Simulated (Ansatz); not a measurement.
# O on Hf(0001): change of the work function, part 2 of 4

Aim: the work function of Hf(0001) at several coverages of O (fcc site), and the dipole that each adsorbate carries.

Ansatz 0.2.0; plane-wave DFT, PBE, Ansatz PAW.

So far, work function, upper face (eV): step 2 (the clean slab) 4.33.

## Step 3: Adsorbate added, k-mesh 4×4×1, coverage 0.111 ML

System of this step: O/Hf(0001). The cell holds 37 atoms: 36 Hf and 1 O. Cell: a = 9.600 Å, b = 9.600 Å, c = 27.208 Å, α = 90.0°, β = 90.0°, γ = 60.0°. Vacuum lies along c.

The clean slab as it ended is repeated in the plane and the adsorbate is set on one face; the cell's size fixes the coverage, and the k-mesh shrinks with it to keep the sampling density about even. Adsorbate and upper layers relax, since the dipole depends on the height.

File input.yaml:

```yaml
crystal:
  lattice:
    - [9.6, 0.0, 0.0]
    - [4.8, 8.3138438763, 0.0]
    - [0.0, 0.0, 27.2080706252]
  atoms:
    - { symbol: Hf, position: [0.2222222222, 0.2222222222, 0.3307842046] }
    - { symbol: Hf, position: [0.0, 0.0, 0.4238154244] }
    - { symbol: Hf, position: [0.2222222222, 0.2222222222, 0.5208310629] }
    - { symbol: Hf, position: [0.0, 0.0, 0.6082833594] }
    - { symbol: Hf, position: [0.2222222222, 0.5555555556, 0.3307842046] }
    - { symbol: Hf, position: [0.0, 0.3333333333, 0.4238154244] }
    - { symbol: Hf, position: [0.2222222222, 0.5555555556, 0.5208310629] }
    - { symbol: Hf, position: [0.0, 0.3333333333, 0.6082833594] }
    - { symbol: Hf, position: [0.2222222222, 0.8888888889, 0.3307842046] }
    - { symbol: Hf, position: [0.0, 0.6666666667, 0.4238154244] }
    - { symbol: Hf, position: [0.2222222222, 0.8888888889, 0.5208310629] }
    - { symbol: Hf, position: [0.0, 0.6666666667, 0.6082833594] }
    - { symbol: Hf, position: [0.5555555556, 0.2222222222, 0.3307842046] }
    - { symbol: Hf, position: [0.3333333333, 0.0, 0.4238154244] }
    - { symbol: Hf, position: [0.5555555556, 0.2222222222, 0.5208310629] }
    - { symbol: Hf, position: [0.3333333333, 0.0, 0.6082833594] }
    - { symbol: Hf, position: [0.5555555556, 0.5555555556, 0.3307842046] }
    - { symbol: Hf, position: [0.3333333333, 0.3333333333, 0.4238154244] }
    - { symbol: Hf, position: [0.5555555556, 0.5555555556, 0.5208310629] }
    - { symbol: Hf, position: [0.3333333333, 0.3333333333, 0.6082833594] }
    - { symbol: Hf, position: [0.5555555556, 0.8888888889, 0.3307842046] }
    - { symbol: Hf, position: [0.3333333333, 0.6666666667, 0.4238154244] }
    - { symbol: Hf, position: [0.5555555556, 0.8888888889, 0.5208310629] }
    - { symbol: Hf, position: [0.3333333333, 0.6666666667, 0.6082833594] }
    - { symbol: Hf, position: [0.8888888889, 0.2222222222, 0.3307842046] }
    - { symbol: Hf, position: [0.6666666667, 0.0, 0.4238154244] }
    - { symbol: Hf, position: [0.8888888889, 0.2222222222, 0.5208310629] }
    - { symbol: Hf, position: [0.6666666667, 0.0, 0.6082833594] }
    - { symbol: Hf, position: [0.8888888889, 0.5555555556, 0.3307842046] }
    - { symbol: Hf, position: [0.6666666667, 0.3333333333, 0.4238154244] }
    - { symbol: Hf, position: [0.8888888889, 0.5555555556, 0.5208310629] }
    - { symbol: Hf, position: [0.6666666667, 0.3333333333, 0.6082833594] }
    - { symbol: Hf, position: [0.8888888889, 0.8888888889, 0.3307842046] }
    - { symbol: Hf, position: [0.6666666667, 0.6666666667, 0.4238154244] }
    - { symbol: Hf, position: [0.8888888889, 0.8888888889, 0.5208310629] }
    - { symbol: Hf, position: [0.6666666667, 0.6666666667, 0.6082833594] }
    - { symbol: O, position: [0.1111111111, 0.1111111111, 0.6692157954] }
kpoints:
  mp_grid: { grid: [4, 4, 1] }
hamiltonian:
  xc: pbe
scf:
  occupations: { method: fermi_dirac, width: 0.1 }
  convergence: { dr2_threshold: 1.0e-08 }
efield:
  axis: 3
  dipole_correction: true
  ramp_position: 0.97
  ramp_width: 0.06
relax:
  f_tol: 0.02
  max_steps: 60
  constraints:
    - { sites: [0, 1, 4, 5, 8, 9, 12, 13, 16, 17, 20, 21, 24, 25, 28, 29, 32, 33] }
output:
  write_potential: true
  write_density: true
  volumetric_format: npy
```

Run with:

```console
> ansatz run input.yaml --threads 4 --pin off --max-ram 16384MiB --backend cpu --events-out ev --progress --plain --runs-dir out
```

Numbers of over 12 decimals in the logs are rounded to 6 here.

Log:

```text
[...]
Crystal: 37 atoms, lattice volume = 2171.555 Å³
Basis set: ecut = 420 eV, 42397 PW (Γ), exchange–correlation on 144×144×384 points (8 copies of the dense FFT grid, shifted against one another)
Bands: 566, of which v1, the nominal top of the filled ones, is band 471 counted from 1 (470 counted from 0)
Symmetry: 6 space group operations
[...]
k-points: 4 of 16 (time reversal used)
[...]
SCF iter   1: F=—  HF=-566521.275013 eV  |F-HF|=—  |Δ(HF+E_count)|=         —  Δρ=6.42e-3  dr2=1.86e1  ethr=1.77e-3  p=-0.178 e·Å  D=-1.49e-2 V/Å  ΔV_dip=0.40 eV  dr2_dipole=3.48e-1  V_vac-E_F(+/−)=4.85/4.45 eV  ⟨swp⟩=6.0  Hψ=8332  notcnv=0  defer=37
[...]
SCF iter  12: F=-566520.837320 eV  HF=-566520.837320 eV  |F-HF|=2.15e-8  |Δ(HF+E_count)|=   4.39e-8  Δρ=2.14e-7  dr2=1.56e-9  ethr=1.06e-12  p=-0.101 e·Å  D=-8.41e-3 V/Å  ΔV_dip=0.23 eV  dr2_dipole=5.66e-11  V_vac-E_F(+/−)=4.60/4.37 eV  ⟨swp⟩=11.8  Hψ=21669  notcnv=0
SCF 1 converged in 12 iterations: F = -566520.837320 eV  dr2 = 1.56e-9
[...]
relax step   1: F+E_penalty+E_count = -566520.83732020 eV  Δ(F+E_penalty+E_count) = +0.000e0 eV  max|allowed force component| = 4.671e0 eV/Å  Δτ_max = 0.0000 Å  (12 SCF iters, accepted)
[...]
SCF iter  11: F=-566522.095242 eV  HF=-566522.095242 eV  |F-HF|=3.49e-10  |Δ(HF+E_count)|=   1.83e-8  Δρ=2.75e-7  dr2=5.32e-9  ethr=1.06e-12  p=-0.010 e·Å  D=-8.54e-4 V/Å  ΔV_dip=0.02 eV  dr2_dipole=1.04e-9  V_vac-E_F(+/−)=4.40/4.37 eV  ⟨swp⟩=12.0  Hψ=19769  notcnv=0
SCF 2 converged in 11 iterations: F = -566522.095242 eV  dr2 = 5.32e-9
relax step   2: F+E_penalty+E_count = -566522.09524191 eV  Δ(F+E_penalty+E_count) = -1.258e0 eV  max|allowed force component| = 3.646e0 eV/Å  Δτ_max = 0.1949 Å  (11 SCF iters, accepted)
SCF iter   1: F=—  HF=-566522.848133 eV  |F-HF|=—  |Δ(HF+E_count)|=         —  Δρ=2.91e-3  dr2=2.76e-1  ethr=4.19e-4  p=-0.010 e·Å  D=-8.54e-4 V/Å  ΔV_dip=0.02 eV  dr2_dipole=2.45e-2  V_vac-E_F(+/−)=4.39/4.37 eV  ⟨swp⟩=6.0  Hψ=5996  notcnv=0  defer=64
[...]
SCF iter  10: F=-566522.767315 eV  HF=-566522.767315 eV  |F-HF|=1.44e-8  |Δ(HF+E_count)|=   6.03e-8  Δρ=4.38e-7  dr2=5.43e-9  ethr=1.06e-12  p=0.054 e·Å  D=4.47e-3 V/Å  ΔV_dip=-0.12 eV  dr2_dipole=1.51e-11  V_vac-E_F(+/−)=4.25/4.37 eV  ⟨swp⟩=12.5  Hψ=22801  notcnv=0
SCF 3 converged in 10 iterations: F = -566522.767315 eV  dr2 = 5.43e-9
relax step   3: F+E_penalty+E_count = -566522.76731455 eV  Δ(F+E_penalty+E_count) = -6.721e-1 eV  max|allowed force component| = 1.630e0 eV/Å  Δτ_max = 0.1949 Å  (10 SCF iters, accepted)
[...]
relax step   4: F+E_penalty+E_count = -566522.91723823 eV  Δ(F+E_penalty+E_count) = -1.499e-1 eV  max|allowed force component| = 4.929e-1 eV/Å  Δτ_max = 0.1948 Å  (10 SCF iters, accepted)
[...]
relax step   5: F+E_penalty+E_count = -566522.93484060 eV  Δ(F+E_penalty+E_count) = -1.760e-2 eV  max|allowed force component| = 2.351e-1 eV/Å  Δτ_max = 0.0356 Å  (9 SCF iters, accepted)
[...]
relax step   6: F+E_penalty+E_count = -566522.93925866 eV  Δ(F+E_penalty+E_count) = -4.418e-3 eV  max|allowed force component| = 2.365e-2 eV/Å  Δτ_max = 0.0115 Å  (9 SCF iters, accepted)
SCF iter   1: F=—  HF=-566522.939730 eV  |F-HF|=—  |Δ(HF+E_count)|=         —  Δρ=1.49e-4  dr2=2.31e-3  ethr=2.34e-6  p=0.080 e·Å  D=6.63e-3 V/Å  ΔV_dip=-0.18 eV  dr2_dipole=2.21e-6  V_vac-E_F(+/−)=4.19/4.37 eV  ⟨swp⟩=4.0  Hψ=3970  notcnv=0  defer=56
[...]
SCF iter   8: F=-566522.939614 eV  HF=-566522.939614 eV  |F-HF|=3.49e-9  |Δ(HF+E_count)|=   2.47e-8  Δρ=1.89e-7  dr2=1.22e-9  ethr=1.06e-12  p=0.079 e·Å  D=6.61e-3 V/Å  ΔV_dip=-0.18 eV  dr2_dipole=3.00e-11  V_vac-E_F(+/−)=4.19/4.37 eV  ⟨swp⟩=11.2  Hψ=20664  notcnv=0
SCF 7 converged in 8 iterations: F = -566522.939614 eV  dr2 = 1.22e-9
relax step   7: F+E_penalty+E_count = -566522.93961374 eV  Δ(F+E_penalty+E_count) = -3.551e-4 eV  max|allowed force component| = 2.809e-3 eV/Å  Δτ_max = 0.0046 Å  (8 SCF iters, accepted)
NSCF: frozen V_eff on 4 k-points
[...]
SCF converged after 8 iterations
Free energy (F): -566522.939614 eV
[...]
Internal energy: -566521.213161 eV  (E = F + TS)
E sigma→0 (E₀):  -566522.076387 eV
Entropy (-TS):   -1.726453 eV (-46.661 meV/atom)
Fermi energy:    4.832166 eV
Dipole field:    D = 0.006605 V/Å  (p = 0.079261 e·Å, saw-weighted, corrected)
Work function:   Φ+ = 4.1940 eV   Φ− = 4.3737 eV
[...]
--- Forces (eV/Å), atoms counted from 1 ---
  atom   1  Hf     0.01109510     0.00640576     0.64063665
  atom   2  Hf    -0.01560902    -0.00901187    -0.48074088
  atom   3  Hf    -0.00091973    -0.00053101     0.00200712
  atom   4  Hf     0.00110744     0.00063938     0.00246729
  atom   5  Hf    -0.00118024     0.00068141     0.66324770
  atom   6  Hf    -0.00000000     0.01802374    -0.48074088
  atom   7  Hf     0.00097394    -0.00056230    -0.00029295
  atom   8  Hf    -0.00000000    -0.00127877     0.00246729
  atom   9  Hf    -0.00000000    -0.01281152     0.64063665
  atom  10  Hf    -0.02354854     0.01359576    -0.76614041
  atom  11  Hf     0.00000000     0.00106202     0.00200712
  atom  12  Hf    -0.00059605     0.00034413    -0.00088117
  atom  13  Hf    -0.00000000    -0.00136282     0.66324770
  atom  14  Hf     0.01560902    -0.00901187    -0.48074088
  atom  15  Hf     0.00000000     0.00112461    -0.00029295
  atom  16  Hf    -0.00110744     0.00063938     0.00246729
  atom  17  Hf     0.00118024     0.00068141     0.66324770
  atom  18  Hf    -0.03742705    -0.02160852    -0.70418385
  atom  19  Hf    -0.00097394    -0.00056230    -0.00029295
  atom  20  Hf    -0.00075839    -0.00043786     0.00101128
  atom  21  Hf     0.00396416    -0.00228871     0.64631536
  atom  22  Hf    -0.00000000     0.04321704    -0.70418385
  atom  23  Hf     0.00112219    -0.00064790    -0.00250632
  atom  24  Hf    -0.00000000     0.00087572     0.00101128
  atom  25  Hf    -0.01109510     0.00640576     0.64063665
  atom  26  Hf     0.00000000    -0.02719152    -0.76614041
  atom  27  Hf     0.00091973    -0.00053101     0.00200712
  atom  28  Hf     0.00000000    -0.00068826    -0.00088117
  atom  29  Hf     0.00000000     0.00457741     0.64631536
  atom  30  Hf     0.03742705    -0.02160852    -0.70418385
  atom  31  Hf    -0.00000000     0.00129580    -0.00250632
  atom  32  Hf     0.00075839    -0.00043786     0.00101128
  atom  33  Hf    -0.00396416    -0.00228871     0.64631536
  atom  34  Hf     0.02354854     0.01359576    -0.76614041
  atom  35  Hf    -0.00112219    -0.00064790    -0.00250632
  atom  36  Hf     0.00059605     0.00034413    -0.00088117
  atom  37  O      0.00000000     0.00000000    -0.00280925
  max |Σ_I F_I| component: 1.02e-5 eV/Å
--- Band table (eV) ---
  k-point 0: bands = [... 467 lower, 4.8025, 4.8168, 4.8168, 4.8179, 4.8671, 4.8763, 4.8763, 4.9257, ... 91 higher]
  k-point 1: bands = [... 467 lower, 4.7236, 4.7904, 4.8036, 4.8308, 4.8356, 4.8523, 4.9011, 4.9322, ... 91 higher]
  k-point 2: bands = [... 467 lower, 4.6964, 4.7069, 4.7629, 4.8028, 4.8379, 4.8668, 4.9061, 4.9233, ... 91 higher]
  k-point 3: bands = [... 467 lower, 4.6333, 4.7648, 4.7870, 4.8301, 4.8749, 4.8858, 4.9406, 4.9612, ... 91 higher]
--- Relaxed structure (7 steps of the walk, 7 accepted, 0 SCFs on fresh bases) ---
  F+E_penalty+E_count = -566522.93961374 eV   max|allowed force component| = 2.809e-3 eV/Å
  atoms:
    - { symbol: Hf, position: [0.222222, 0.222222, 0.3307842046] }
    - { symbol: Hf, position: [1.1111101403313755e-11, 1.1111101403313757e-11, 0.4238154244] }
    - { symbol: Hf, position: [0.221296, 0.221296, 0.521545] }
    - { symbol: Hf, position: [0.000672836, 0.000672836, 0.612346] }
    - { symbol: Hf, position: [0.222222, 0.555556, 0.3307842046] }
    - { symbol: Hf, position: [1.1111139786024182e-11, 0.333333, 0.4238154244] }
    - { symbol: Hf, position: [0.221458, 0.555938, 0.519665] }
    - { symbol: Hf, position: [0.000672836, 0.331988, 0.612346] }
    - { symbol: Hf, position: [0.222222, 0.888889, 0.3307842046] }
    - { symbol: Hf, position: [-2.2222168549745902e-11, 0.666667, 0.4238154244] }
    - { symbol: Hf, position: [0.221296, 0.890741, 0.521545] }
    - { symbol: Hf, position: [0.00399186, 0.664671, 0.607994] }
    - { symbol: Hf, position: [0.555556, 0.222222, 0.3307842046] }
    - { symbol: Hf, position: [0.333333, 1.1111101403313757e-11, 0.4238154244] }
    - { symbol: Hf, position: [0.555938, 0.221458, 0.519665] }
    - { symbol: Hf, position: [0.331988, 0.000672836, 0.612346] }
    - { symbol: Hf, position: [0.555556, 0.555556, 0.3307842046] }
    - { symbol: Hf, position: [0.333333, 0.333333, 0.4238154244] }
    - { symbol: Hf, position: [0.555938, 0.555938, 0.519665] }
    - { symbol: Hf, position: [0.335529, 0.335529, 0.607244] }
    - { symbol: Hf, position: [0.555556, 0.888889, 0.3307842046] }
    - { symbol: Hf, position: [0.333333, 0.666667, 0.4238154244] }
    - { symbol: Hf, position: [0.555867, 0.888733, 0.520925] }
    - { symbol: Hf, position: [0.335529, 0.662276, 0.607244] }
    - { symbol: Hf, position: [0.888889, 0.222222, 0.3307842046] }
    - { symbol: Hf, position: [0.666667, -2.222223468803194e-11, 0.4238154244] }
    - { symbol: Hf, position: [0.890741, 0.221296, 0.521545] }
    - { symbol: Hf, position: [0.664671, 0.00399186, 0.607994] }
    - { symbol: Hf, position: [0.888889, 0.555556, 0.3307842046] }
    - { symbol: Hf, position: [0.666667, 0.333333, 0.4238154244] }
    - { symbol: Hf, position: [0.888733, 0.555867, 0.520925] }
    - { symbol: Hf, position: [0.662276, 0.335529, 0.607244] }
    - { symbol: Hf, position: [0.888889, 0.888889, 0.3307842046] }
    - { symbol: Hf, position: [0.666667, 0.666667, 0.4238154244] }
    - { symbol: Hf, position: [0.888733, 0.888733, 0.520925] }
    - { symbol: Hf, position: [0.664671, 0.664671, 0.607994] }
    - { symbol: O, position: [0.111111, 0.111111, 0.647641] }
```

Elapsed: 29 min, on 4 threads of Arm Neoverse V2, shared host; peak memory 10 GiB.

Step by step:

```csv
step,energy less that of the first step (eV),largest force component (eV/Å)
1,0.0000,4.6714
2,-1.2579,3.6464
3,-1.9300,1.6296
4,-2.0799,0.4929
5,-2.0975,0.2351
6,-2.1019,0.0236
7,-2.1023,0.0028
```

The run keeps the 6 symmetry operations that it works with, so distortions that break them were not tested.

The atoms that moved most (Å):

```csv
atom,dx,dy,dz,length
O37,0.000,0.000,-0.587,0.587
Hf16,-0.010,0.006,0.111,0.111
Hf8,0.000,-0.011,0.111,0.111
Hf4,0.010,0.006,0.111,0.111
Hf32,-0.032,0.018,-0.028,0.046
Hf24,0.000,-0.037,-0.028,0.046
Hf20,0.032,0.018,-0.028,0.046
Hf12,0.029,-0.017,-0.008,0.034
```

The relaxed structure:

```xyz
37
Lattice="9.6000 0.0000 0.0000 4.8000 8.3138 0.0000 0.0000 0.0000 27.2081" Properties=species:S:1:pos:R:3
Hf    3.2000    1.8475    9.0000
Hf    0.0000    0.0000   11.5312
Hf    3.1867    1.8398   14.1902
Hf    0.0097    0.0056   16.6608
Hf    4.8000    4.6188    9.0000
Hf    1.6000    2.7713   11.5312
Hf    4.7945    4.6220   14.1391
Hf    1.6000    2.7601   16.6608
Hf    6.4000    7.3901    9.0000
Hf    3.2000    5.5426   11.5312
Hf    6.4000    7.4055   14.1902
Hf    3.2287    5.5260   16.5424
Hf    6.4000    1.8475    9.0000
Hf    3.2000    0.0000   11.5312
Hf    6.4000    1.8412   14.1391
Hf    3.1903    0.0056   16.6608
Hf    8.0000    4.6188    9.0000
Hf    4.8000    2.7713   11.5312
Hf    8.0055    4.6220   14.1391
Hf    4.8316    2.7895   16.5219
Hf    9.6000    7.3901    9.0000
Hf    6.4000    5.5426   11.5312
Hf    9.6022    7.3888   14.1734
Hf    6.4000    5.5061   16.5219
Hf    9.6000    1.8475    9.0000
Hf    6.4000    0.0000   11.5312
Hf    9.6133    1.8398   14.1902
Hf    6.4000    0.0332   16.5424
Hf   11.2000    4.6188    9.0000
Hf    8.0000    2.7713   11.5312
Hf   11.2000    4.6214   14.1734
Hf    7.9684    2.7895   16.5219
Hf   12.8000    7.3901    9.0000
Hf    9.6000    5.5426   11.5312
Hf   12.7978    7.3888   14.1734
Hf    9.5713    5.5260   16.5424
O     1.6000    0.9238   17.6211
```

Numbers from this step:

```yaml
energy_at_zero_smearing: -566522.0764 eV
work_function_upper_face: 4.194 eV
work_function_lower_face: 4.374 eV
dipole_along_the_normal: 0.07926 e·Å
step_between_the_vacuum_levels: -0.1797 eV
```

Running mean over 2.5312 Å of the planar mean; the ramp of the sawtooth is left out. The electron's electrostatic potential energy less the Fermi level by z:

```csv
z (Å),electron's electrostatic potential energy less the Fermi level (eV)
3.5,4.37
4.0,4.37
4.5,4.36
5.0,4.35
5.5,4.29
6.0,4.12
6.5,3.64
7.0,2.30
7.5,-0.569
8.0,-4.04
8.5,-6.62
9.0,-7.41
9.5,-7.41
10.0,-7.30
10.5,-7.25
11.0,-7.26
11.5,-7.24
12.0,-7.08
12.5,-6.76
13.0,-6.70
13.5,-6.90
14.0,-7.21
14.5,-7.51
15.0,-7.91
15.5,-8.03
16.0,-7.89
16.5,-7.72
17.0,-7.11
17.5,-4.82
18.0,-1.43
18.5,1.61
19.0,3.27
19.5,3.91
20.0,4.11
20.5,4.17
21.0,4.19
21.5,4.19
22.0,4.19
22.5,4.19
23.0,4.19
23.5,4.19
24.0,4.19
```

The relaxation took 7 steps and lowered the energy by 2.1 eV; the largest force on the free atoms ends at 0.0028 eV/Å.

The covered face has 4.19 eV, -0.14 eV against the clean one; the bare back face has moved by -0.01 eV, a measure of how thin the slab is.

(Continued in part 3 of 4.)

[Logs are printed without paths, hosts, clocks, repeated set-up lines and the standing remarks that a program may print on its own settings, such as how far it seeks lower states.]

[Hosts, paths, dates, database ids (printed as entryN), source tags and the programs' standing remarks are cut or masked in the printed files.]

[Maps of the electrostatic potential energy from Ansatz leave out the sawtooth potential of an applied field or a dipole correction, so their vacuum need not be flat; planar profiles and work functions include it.]
